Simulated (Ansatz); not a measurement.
# A thicker film of LiF (110) from two thinner ones

In a field along its normal an insulating film takes a dipole p. Written as a length, p/(ε₀AE), it should grow by 1 − 1/ε for each ångström added.

How it was computed: Ansatz 0.2.0, plane waves with PAW datasets (its set soft_2), PBE; rocksalt films relaxed at a bulk in-plane lattice constant near the measured one, then held in weak fields of both signs with a dipole correction (A is the cell's area, E the outer field).

```
     run  distance between the outer atoms (Å)  p/(ε₀AE) (Å)
 5 units                                 5.698         4.097
 8 units                                10.041         6.318
12 units                                15.818             ?
```

Q: Estimate the withheld value from the rows shown.

Two rows fix a line: slope = (6.318 − 4.097) / (10.041 − 5.698) = 0.5114, intercept 1.1830. That slope means ε = 1/(1 − 0.5114) = 2.05. At 15.818 it gives 0.5114 × 15.818 + 1.1830 = 9.272 Å, beyond the rows fitted. Rounding of the rows alone allows about ±0.003 Å there; two rows can't show whether the line holds.

The run itself gives 9.289 Å: a miss of +0.017 Å, or 0.2 % of the value. The length is met to within 1 %, though ε is more sensitive than the length: the two thickest films give ε = 2.06.

Caveats: This is the electronic response alone. A unit is one step of the cut along the normal (a plane, a pair of planes or a cell), and the layers relax along it, away from their bulk spacing where the functional's lattice constant differs from the one held.

[Logs are printed without paths, hosts, clocks, repeated set-up lines and the standing remarks that a program may print on its own settings, such as how far it seeks lower states.]
